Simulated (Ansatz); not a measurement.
## Ir wire along [110], 35 atoms a period: bands along the axis

What gap, if any, does the Ir wire along [110], 35 atoms a period have, and how many channels would it open?

Program: Ansatz 0.2.0. Level of theory: DFT PBE, plane waves, PAW; relaxation of a wire's period; PAW set soft_1, in the first sound run; inputs show where later runs differ. Results are calculated unless marked as measured.

## Step 1: Starting point

The cell holds 35 atoms: 35 Ir. Its edges and angles: a = 18.410 Å, b = 20.483 Å, c = 2.737 Å, α = 90.0°, β = 90.0°, γ = 90.0°. Vacuum lies along a and b. The structure's axis is c.

## Step 2: Relaxing the period

Band widths follow the bond lengths, so the wire is relaxed first. The atoms and the third cell vector are free; the box across stays fixed as vacuum. A Fermi-Dirac smearing is set since the result may be a metal. The pressure printed is a third of the stress's trace over the whole box, vacuum included; only the stress along the axis is relaxed.

input.yaml

```yaml
crystal:
  lattice:
    - [18.41, 0.0, 0.0]
    - [0.0, 20.483, 0.0]
    - [0.0, 0.0, 2.7365032432]
  atoms:
    - { symbol: Ir, position: [0.289788159, 0.366389438, 0.0] }
    - { symbol: Ir, position: [0.289788159, 0.232790686, 0.0] }
    - { symbol: Ir, position: [0.289788159, 0.499988191, 0.0] }
    - { symbol: Ir, position: [0.5, 0.366389438, 0.0] }
    - { symbol: Ir, position: [0.5, 0.232790686, 0.0] }
    - { symbol: Ir, position: [0.5, 0.499988191, 0.0] }
    - { symbol: Ir, position: [0.710211841, 0.366389438, 0.0] }
    - { symbol: Ir, position: [0.710211841, 0.232790686, 0.0] }
    - { symbol: Ir, position: [0.710211841, 0.499988191, 0.0] }
    - { symbol: Ir, position: [0.184682238, 0.299590062, 0.5] }
    - { symbol: Ir, position: [0.184682238, 0.433188814, 0.5] }
    - { symbol: Ir, position: [0.184682238, 0.566787567, 0.5] }
    - { symbol: Ir, position: [0.184682238, 0.700386319, 0.5] }
    - { symbol: Ir, position: [0.394894079, 0.16599131, 0.5] }
    - { symbol: Ir, position: [0.394894079, 0.299590062, 0.5] }
    - { symbol: Ir, position: [0.394894079, 0.433188814, 0.5] }
    - { symbol: Ir, position: [0.394894079, 0.566787567, 0.5] }
    - { symbol: Ir, position: [0.394894079, 0.700386319, 0.5] }
    - { symbol: Ir, position: [0.394894079, 0.833985071, 0.5] }
    - { symbol: Ir, position: [0.605105921, 0.16599131, 0.5] }
    - { symbol: Ir, position: [0.605105921, 0.299590062, 0.5] }
    - { symbol: Ir, position: [0.605105921, 0.433188814, 0.5] }
    - { symbol: Ir, position: [0.605105921, 0.566787567, 0.5] }
    - { symbol: Ir, position: [0.605105921, 0.700386319, 0.5] }
    - { symbol: Ir, position: [0.605105921, 0.833985071, 0.5] }
    - { symbol: Ir, position: [0.815317762, 0.299590062, 0.5] }
    - { symbol: Ir, position: [0.815317762, 0.433188814, 0.5] }
    - { symbol: Ir, position: [0.815317762, 0.566787567, 0.5] }
    - { symbol: Ir, position: [0.815317762, 0.700386319, 0.5] }
    - { symbol: Ir, position: [0.289788159, 0.633586943, 0.0] }
    - { symbol: Ir, position: [0.289788159, 0.767185695, 0.0] }
    - { symbol: Ir, position: [0.5, 0.633586943, 0.0] }
    - { symbol: Ir, position: [0.5, 0.767185695, 0.0] }
    - { symbol: Ir, position: [0.710211841, 0.633586943, 0.0] }
    - { symbol: Ir, position: [0.710211841, 0.767185695, 0.0] }
kpoints:
  mp_grid: { grid: [1, 1, 30] }
scf:
  occupations: { method: fermi_dirac, width: 0.05 }
hamiltonian:
  xc: pbe
  pseudopotentials: { kind: paw, azcp: { folder: soft_1 } }
relax:
  cell: { fix: [a, b, alpha, beta, gamma] }
  max_steps: 45
  f_tol: 0.03
```

Run with:

```console
> ansatz run input.yaml --threads 16 --pin off --max-ram 61440MiB --backend cuda --events-out ev --progress --plain --runs-dir out --max-vram 78GiB
```

Numbers of over 12 decimals in the logs are rounded to 6 here.

The program printed:

```text
Engine: ansatz 0.2.0, aarch64-unknown-linux-gnu
Pseudopotentials: kind: paw
Pseudopotential: Ir, paw, valence charge 17, recommended cutoff 420 eV (normal), soft_1/Ir.paw.azcp
Functional definition: PBE
  parameter kappa = 0.804
  parameter beta = 0.066725
  exchange = pbe_x(kappa = kappa, mu = beta*pi^2/3)
  correlation = pbe_c(beta = beta)
[...]
Crystal: 35 atoms, lattice volume = 1031.914 Å³
Basis set: ecut = 420 eV, 20285 PW (Γ), exchange–correlation on 250×288×40 points (8 copies of the dense FFT grid, shifted against one another)
Bands: 357, of which v1, the nominal top of the filled ones, is band 298 counted from 1 (297 counted from 0)
Symmetry: 8 space group operations
Space group: Pmmm (ITA 47), of the structure as read, at distance tolerance 1.0e-4 Å
k-points: 16 of 30
Non-local potential: Ir, projectors of the file, l = 0: 3, l = 1: 2, l = 2: 2, l = 3: 1
PAW form: soft (Blöchl's): semilocal exchange-correlation on the pseudo side does not see the compensation charge
PAW one-centre angular grid: Ir, 590 points (default); XC on 64 Gauss nodes
Initial density: superposition of atomic densities (neutral atoms: chi_scale 0, normalization atom)
Initial wavefunctions: pseudopotential atomic-orbital guess
[...]
Functional: x = pbe(κ = 0.804, μ = 0.219515), c = pbe(β = 0.066725)
SCF iter   1: F=—  HF=-417769.422859 eV  |F-HF|=—  |Δ(HF+E_count)|=         —  Δρ=3.52e-2  dr2=2.28e1  ethr=3.10e-3  ⟨swp⟩=7.3  Hψ=22542  notcnv=0  defer=212
preconditioner: auto → LDOS  [metal: Δε(μ)=0.001 eV  Ē_g=5.846 eV  σ=0.050 eV  W_gap=0.01  n_scr=240 (ndim 8)  ℏωp=20.5 eV  f_vac=0.413  D(μ)=39.03/eV (n_scr^D=300)  β→1.0]
SCF iter   2: F=—  HF=-417770.172170 eV  |F-HF|=—  |Δ(HF+E_count)|=   7.49e-1  Δρ=3.40e-2  dr2=2.57e1  ethr=3.10e-3  ⟨swp⟩=3.4  Hψ=14531  notcnv=0  defer=353
[...]
SCF iter  12: F=-417764.543166 eV  HF=-417764.543166 eV  |F-HF|=2.48e-8  |Δ(HF+E_count)|=   2.05e-8  Δρ=1.14e-6  dr2=3.88e-8  ethr=1.68e-11  ⟨swp⟩=5.0  Hψ=19928  notcnv=0
SCF 1 converged in 12 iterations: F = -417764.543166 eV  dr2 = 3.88e-8
  greatest PAW one-centre occupation: 1.000 electrons in one spin orbital (limit 2), on the Ir atom at site 22 (counted from 0), in its partial waves of l = 0
relax step   1: F+E_penalty+E_count = -417764.54316613 eV  Δ(F+E_penalty+E_count) = +0.000e0 eV  max|allowed force component| = 1.784e0 eV/Å  Δτ_max = 0.0000 Å  P = -6.305 GPa  Ω = 1031.914 Å³  fix = [a, b, alpha, beta, gamma]  reactions: a -5.591, b -6.117 GPa  (12 SCF iters, dr2 threshold 1.00e-7 eV, accepted)
[...]
Crystal: 35 atoms, lattice volume = 994.919 Å³
Basis set: ecut = 420 eV, 19549 PW (Γ), exchange–correlation on 250×288×40 points (8 copies of the dense FFT grid, shifted against one another)
[...]
iter 1 solved again at ethr=1.53e-3 eV; its pass at ethr=3.10e-3 eV (dr2=9.10e0 eV) is discarded
SCF iter   1: F=—  HF=-417765.632653 eV  |F-HF|=—  |Δ(HF+E_count)|=         —  Δρ=1.51e-2  dr2=9.01e0  ethr=1.53e-3  ⟨swp⟩=2.8  Hψ=30392  notcnv=0
preconditioner: auto → LDOS  [metal: Δε(μ)=0.005 eV  Ē_g=6.229 eV  σ=0.050 eV  W_gap=0.02  n_scr=228 (ndim 8)  ℏωp=20.9 eV  f_vac=0.435  D(μ)=35.10/eV (n_scr^D=232)  β→1.0]
SCF iter   2: F=—  HF=-417765.452798 eV  |F-HF|=—  |Δ(HF+E_count)|=   1.80e-1  Δρ=6.28e-3  dr2=8.91e-1  ethr=1.51e-3  ⟨swp⟩=3.6  Hψ=8686  notcnv=0
[...]
SCF iter   8: F=-417765.273188 eV  HF=-417765.273189 eV  |F-HF|=9.01e-7  |Δ(HF+E_count)|=   4.12e-6  Δρ=8.71e-6  dr2=2.15e-6  ethr=5.88e-10  ⟨swp⟩=5.1  Hψ=20094  notcnv=0
SCF 2 converged in 8 iterations: F = -417765.273188 eV  dr2 = 2.15e-6
  greatest PAW one-centre occupation: 1.000 electrons in one spin orbital (limit 2), on the Ir atom at site 8 (counted from 0), in its partial waves of l = 0
relax step   2: F+E_penalty+E_count = -417765.27318780 eV  Δ(F+E_penalty+E_count) = -7.300e-1 eV  max|allowed force component| = 1.199e0 eV/Å  Δτ_max = 0.1949 Å  P = +5.259 GPa  Ω = 994.919 Å³  energy of the carried Pulay correction = +9.090e-3 eV  fix = [a, b, alpha, beta, gamma]  reactions: a +4.078, b +2.737 GPa  (8 SCF iters, dr2 threshold 3.50e-6 eV, accepted)
[...]
Crystal: 35 atoms, lattice volume = 1017.966 Å³
[...]
iter 1 solved again at ethr=1.57e-4 eV; its pass at ethr=3.10e-3 eV (dr2=9.35e-1 eV) is discarded
[...]
SCF 3 converged in 7 iterations: F = -417766.217237 eV  dr2 = 2.43e-6
[...]
SCF 4 converged in 8 iterations: F = -417766.012597 eV  dr2 = 2.94e-7
[...]
SCF 5 converged in 12 iterations: F = -417766.252953 eV  dr2 = 1.82e-10
[...]
SCF 6 converged in 7 iterations: F = -417766.253278 eV  dr2 = 1.64e-8
[...]
SCF 7 converged in 5 iterations: F = -417766.253817 eV  dr2 = 1.38e-7
[...]
SCF 8 converged in 6 iterations: F = -417766.249595 eV  dr2 = 2.08e-10
[...]
SCF converged after 6 iterations
[...]
--- Relaxed structure (7 steps of the walk, 6 accepted, 1 SCFs on fresh bases) ---
  F+E_penalty+E_count = -417766.24959465 eV   max|allowed force component| = 7.888e-3 eV/Å   (the final SCF, on the basis selected at the relaxed cell)
  cell:  # Å, volume = 1016.2871 Å³
    - [18.41, 0.0, 0.0]
    - [0.0, 20.483, 0.0]
    - [0.0, 0.0, 2.695064]
  atoms:
    - { symbol: Ir, position: [0.288711, 0.368859, 0.0] }
    - { symbol: Ir, position: [0.289301, 0.235966, 0.0] }
    - { symbol: Ir, position: [0.289701, 0.499988, 0.0] }
    - { symbol: Ir, position: [0.500000, 0.366971, 0.0] }
    - { symbol: Ir, position: [0.500000, 0.228351, 0.0] }
    - { symbol: Ir, position: [0.500000, 0.499988, 0.0] }
    - { symbol: Ir, position: [0.711289, 0.368859, 0.0] }
    - { symbol: Ir, position: [0.710699, 0.235966, 0.0] }
    - { symbol: Ir, position: [0.710299, 0.499988, 0.0] }
    - { symbol: Ir, position: [0.190570, 0.301548, 0.5] }
    - { symbol: Ir, position: [0.187948, 0.434829, 0.5] }
    - { symbol: Ir, position: [0.187948, 0.565147, 0.5] }
    - { symbol: Ir, position: [0.190570, 0.698429, 0.5] }
    - { symbol: Ir, position: [0.391251, 0.173800, 0.5] }
    - { symbol: Ir, position: [0.395696, 0.301225, 0.5] }
    - { symbol: Ir, position: [0.394615, 0.432621, 0.5] }
    - { symbol: Ir, position: [0.394615, 0.567356, 0.5] }
    - { symbol: Ir, position: [0.395696, 0.698751, 0.5] }
    - { symbol: Ir, position: [0.391251, 0.826177, 0.5] }
    - { symbol: Ir, position: [0.608749, 0.173800, 0.5] }
    - { symbol: Ir, position: [0.604304, 0.301225, 0.5] }
    - { symbol: Ir, position: [0.605385, 0.432621, 0.5] }
    - { symbol: Ir, position: [0.605385, 0.567356, 0.5] }
    - { symbol: Ir, position: [0.604304, 0.698751, 0.5] }
    - { symbol: Ir, position: [0.608749, 0.826177, 0.5] }
    - { symbol: Ir, position: [0.809430, 0.301548, 0.5] }
    - { symbol: Ir, position: [0.812052, 0.434829, 0.5] }
    - { symbol: Ir, position: [0.812052, 0.565147, 0.5] }
    - { symbol: Ir, position: [0.809430, 0.698429, 0.5] }
    - { symbol: Ir, position: [0.288711, 0.631118, 0.0] }
    - { symbol: Ir, position: [0.289301, 0.764010, 0.0] }
    - { symbol: Ir, position: [0.500000, 0.633005, 0.0] }
    - { symbol: Ir, position: [0.500000, 0.771625, 0.0] }
    - { symbol: Ir, position: [0.711289, 0.631118, 0.0] }
    - { symbol: Ir, position: [0.710699, 0.764010, 0.0] }
```

Elapsed: 17 s, on 1 × NVIDIA GB200 with 16 threads of Arm Neoverse V2, shared host; peak memory 1.5 GiB; 2.6 min of CPU time.

Step by step:

| step | energy less that of the first step (eV) | largest force component (eV/Å) | pressure (GPa) | volume (Å³) |
| --- | --- | --- | --- | --- |
| 1 | 0.0000 | 1.7836 | -6.30 | 1031.91 |
| 2 | -0.7300 | 1.1986 | 5.26 | 994.92 |
| 3 | -1.6741 | 0.2711 | -0.46 | 1017.97 |
| 4 | -1.4694 | 0.5634 | -0.07 | 1013.66 |
| 5 | -1.7098 | 0.0309 | 0.01 | 1016.02 |
| 6 | -1.7101 | 0.0527 | -0.02 | 1016.49 |
| 7 | -1.7107 | 0.0079 | 0.00 | 1016.29 |
| 8 | -1.7064 | 0.0079 | 0.01 | 1016.29 |

The log counts 1 steps on a newly chosen plane-wave basis, not all of them marked here; energy and pressure can jump at such steps. Relaxation step 4 was tried and not accepted.

The run keeps the 8 symmetry operations that it works with, so distortions that break them were not tested.

| cell as run | before | after | change |
| --- | --- | --- | --- |
| c (Å) | 2.737 | 2.695 | -1.5 % |

The atoms that moved most (Å, along periodic axes as changes of fractional coordinates times the final cell, across vacuum about the mean position):

| atom | dx | dy | dz | length |
| --- | --- | --- | --- | --- |
| Ir14 | -0.067 | 0.160 | 0.000 | 0.173 |
| Ir20 | 0.067 | 0.160 | 0.000 | 0.173 |
| Ir19 | -0.067 | -0.160 | 0.000 | 0.173 |
| Ir25 | 0.067 | -0.160 | 0.000 | 0.173 |
| Ir26 | -0.108 | 0.040 | 0.000 | 0.116 |
| Ir10 | 0.108 | 0.040 | 0.000 | 0.116 |
| Ir29 | -0.108 | -0.040 | 0.000 | 0.116 |
| Ir13 | 0.108 | -0.040 | 0.000 | 0.116 |

Numbers from this step:

| Item | Value |
| --- | --- |
| energy at zero smearing | -417766.1002 eV |
| cell length along the wire | 2.695 Å |

The cell's length comes to 2.695 Å with spin left out.

## Step 3: The perfect wire

This step: DFT PBE, plane waves, PAW; bands of a perfect wire; PAW set soft_1 (Ansatz 0.2.0).

At the relaxed period the bands are computed along the axis; those that cross an energy going forward count the channels that a perfect wire would open there.

input.yaml

```yaml
crystal:
  lattice:
    - [18.41, 0.0, 0.0]
    - [0.0, 20.483, 0.0]
    - [0.0, 0.0, 2.6950638693]
  atoms:
    - { symbol: Ir, position: [0.288711083, 0.368858783, 0.0] }
    - { symbol: Ir, position: [0.289301341, 0.235965898, 0.0] }
    - { symbol: Ir, position: [0.289701301, 0.499988191, 0.0] }
    - { symbol: Ir, position: [0.5, 0.366971195, 0.0] }
    - { symbol: Ir, position: [0.5, 0.228351349, 0.0] }
    - { symbol: Ir, position: [0.5, 0.499988191, 0.0] }
    - { symbol: Ir, position: [0.711288917, 0.368858783, 0.0] }
    - { symbol: Ir, position: [0.710698659, 0.235965898, 0.0] }
    - { symbol: Ir, position: [0.710298699, 0.499988191, 0.0] }
    - { symbol: Ir, position: [0.190569896, 0.301547646, 0.5] }
    - { symbol: Ir, position: [0.187947942, 0.434829026, 0.5] }
    - { symbol: Ir, position: [0.187947942, 0.565147355, 0.5] }
    - { symbol: Ir, position: [0.190569896, 0.698428735, 0.5] }
    - { symbol: Ir, position: [0.39125114, 0.173799524, 0.5] }
    - { symbol: Ir, position: [0.395696147, 0.30122502, 0.5] }
    - { symbol: Ir, position: [0.394614837, 0.432620583, 0.5] }
    - { symbol: Ir, position: [0.394614837, 0.567355799, 0.5] }
    - { symbol: Ir, position: [0.395696147, 0.698751361, 0.5] }
    - { symbol: Ir, position: [0.39125114, 0.826176857, 0.5] }
    - { symbol: Ir, position: [0.60874886, 0.173799524, 0.5] }
    - { symbol: Ir, position: [0.604303853, 0.30122502, 0.5] }
    - { symbol: Ir, position: [0.605385163, 0.432620583, 0.5] }
    - { symbol: Ir, position: [0.605385163, 0.567355799, 0.5] }
    - { symbol: Ir, position: [0.604303853, 0.698751361, 0.5] }
    - { symbol: Ir, position: [0.60874886, 0.826176857, 0.5] }
    - { symbol: Ir, position: [0.809430104, 0.301547646, 0.5] }
    - { symbol: Ir, position: [0.812052058, 0.434829026, 0.5] }
    - { symbol: Ir, position: [0.812052058, 0.565147355, 0.5] }
    - { symbol: Ir, position: [0.809430104, 0.698428735, 0.5] }
    - { symbol: Ir, position: [0.288711083, 0.631117598, 0.0] }
    - { symbol: Ir, position: [0.289301341, 0.764010483, 0.0] }
    - { symbol: Ir, position: [0.5, 0.633005186, 0.0] }
    - { symbol: Ir, position: [0.5, 0.771625032, 0.0] }
    - { symbol: Ir, position: [0.711288917, 0.631117598, 0.0] }
    - { symbol: Ir, position: [0.710698659, 0.764010483, 0.0] }
kpoints:
  mp_grid: { grid: [1, 1, 30] }
  band_path: { path: ["Γ", Z], npoints: 90 }
scf:
  occupations: { method: fermi_dirac, width: 0.05 }
hamiltonian:
  xc: pbe
  pseudopotentials: { kind: paw, azcp: { folder: soft_1 } }
output:
  dos: { e_range: [-5, 4] }
  write_potential: true
  write_density: true
  volumetric_format: npy
```

The program printed:

```text
[...]
Crystal: 35 atoms, lattice volume = 1016.287 Å³
Basis set: ecut = 420 eV, 19985 PW (Γ)
Bands: 357, of which v1, the nominal top of the filled ones, is band 298 counted from 1 (297 counted from 0)
Symmetry: 8 space group operations
[...]
k-points: 16 of 30
[...]
SCF iter   1: F=—  HF=-417771.431153 eV  |F-HF|=—  |Δ(HF+E_count)|=         —  Δρ=3.58e-2  dr2=2.26e1  ethr=3.10e-3  ⟨swp⟩=7.5  Hψ=23490  notcnv=0  defer=191
[...]
SCF iter   6: F=—  HF=-417766.258883 eV  |F-HF|=—  |Δ(HF+E_count)|=   4.37e-3  Δρ=3.38e-4  dr2=2.55e-3  ethr=2.55e-6  ⟨swp⟩=2.9  Hψ=10555  notcnv=0  defer=363
[...]
SCF iter   9: F=—  HF=-417766.249778 eV  |F-HF|=—  |Δ(HF+E_count)|=   2.38e-3  Δρ=1.31e-5  dr2=2.41e-6  ethr=4.80e-9  ⟨swp⟩=2.6  Hψ=8170  notcnv=0  defer=363
[...]
SCF iter  11: F=-417766.249779 eV  HF=-417766.249779 eV  |F-HF|=1.99e-8  |Δ(HF+E_count)|=   2.54e-7  Δρ=2.16e-6  dr2=8.23e-8  ethr=1.68e-11  ⟨swp⟩=11.5  Hψ=23631  notcnv=0
SCF 1 converged in 11 iterations: F = -417766.249779 eV  dr2 = 8.23e-8
[...]
NSCF: frozen V_eff on 91 k-points
[...]
SCF converged after 11 iterations
[...]
```

The job ended after 14 s (1 × NVIDIA GB200 with 16 threads; peak memory 3.4 GiB; 2.3 min of CPU time).

Numbers from this step:

```yaml
energy_at_zero_smearing: -417766.1004 eV
band_gap_on_the_path_through_both_edges: 0 eV
```

Electronic bands along the path, in eV, zero at the Fermi level; # counts the bands kept:

| point | #45 | #46 | #47 | #48 | #49 | #50 | #51 | #52 |
| --- | --- | --- | --- | --- | --- | --- | --- | --- |
| Γ | -0.27 | -0.27 | -0.23 | -0.16 | 0.08 | 0.10 | 0.12 | 0.14 |
| halfway | -0.33 | -0.32 | -0.17 | -0.13 | -0.13 | -0.05 | 0.05 | 0.06 |
| Z | 0.94 | 0.95 | 0.95 | 0.97 | 1.01 | 1.04 | 1.07 | 1.08 |

Between Γ and Z the bands cross the Fermi level 31 times, so a perfect wire would conduct at least 31 G₀, with spin left out.

## Step 4: What came out

| Item | Value |
| --- | --- |
| cell length, PBE | 2.695 Å |
| ballistic conductance by band crossings, a lower bound, PBE | 31 G₀ |

Under PBE the cell's length is 2.70 Å, and the bands cross the Fermi level 31 times between Γ and Z, which gives a perfect wire at least 31 G₀ (opposite crossings within one step of the path cancel in such a count). No spin was allowed, though thin wires with open d shells can turn magnetic. Spin-orbit coupling is left out, which matters for the bands of heavy atoms.

[Logs are printed without paths, hosts, clocks, repeated set-up lines and the standing remarks that a program may print on its own settings, such as how far it seeks lower states.]

[Hosts, paths, dates, database ids (printed as entryN), source tags and the programs' standing remarks are cut or masked in the printed files.]
